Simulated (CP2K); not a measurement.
Consider acetaldoxime at its PBE geometry (Å).

```xyz
9

C    -1.0515    0.2518    0.2427
C    -0.0231   -0.7821   -0.0902
N     1.2303   -0.6166   -0.3221
O     1.6043    0.7565   -0.2360
H    -0.6143    1.2533    0.2872
H    -1.8548    0.2451   -0.5094
H    -1.5219    0.0221    1.2107
H    -0.3249   -1.8317   -0.1540
H     2.5561    0.7015   -0.4289
```

Method: CP2K XAS_TDP, all-electron GAPW, PBEh(45%), aug-cc-pVDZ, TDA, GW2X-corrected core level, no relativity.

Q: Where do the N K-edge lines lie, and how strong are they?

Leading lines: N3 401.42 eV. The leading line of an atom is its first one with 35 % of the strongest within 2.5 eV of its lowest line over the strength cut. Core ionisation energies at this level: N3 407.28 eV.

The first six lines of each atom with a strength over 0.0015:

| atom | energy (eV) | states | strength, one atom | above the computed threshold |
| --- | --- | --- | --- | --- |
| N3 (bonded to C and O) | 401.42 | 1 | 0.0553 |  |
|  | 403.90 | 1 | 0.0556 |  |
|  | 405.78 | 1 | 0.0048 |  |
|  | 406.58 | 1 | 0.0021 |  |
|  | 407.57 | 1 | 0.0032 | yes |
|  | 408.70 | 1 | 0.0028 | yes |

Lines are vertical, at one geometry, with no vibrational structure. GW2X ionisation energies and lines can be off by 1 to 2 eV either way, and a good line position may hide errors that cancel. These values hold no scalar relativity, about 0.2 eV for N 1s. Rydberg lines, and the discretised continuum above threshold, depend on the basis and the box.

[Banner, clock and machine lines of the logs are left out without a mark of their own.]

[Logs are printed without paths, hosts, clocks, repeated set-up lines and the standing remarks that a program may print on its own settings, such as how far it seeks lower states.]

[Hosts, paths, dates, database ids (printed as entryN), source tags and the programs' standing remarks are cut or masked in the printed files.]
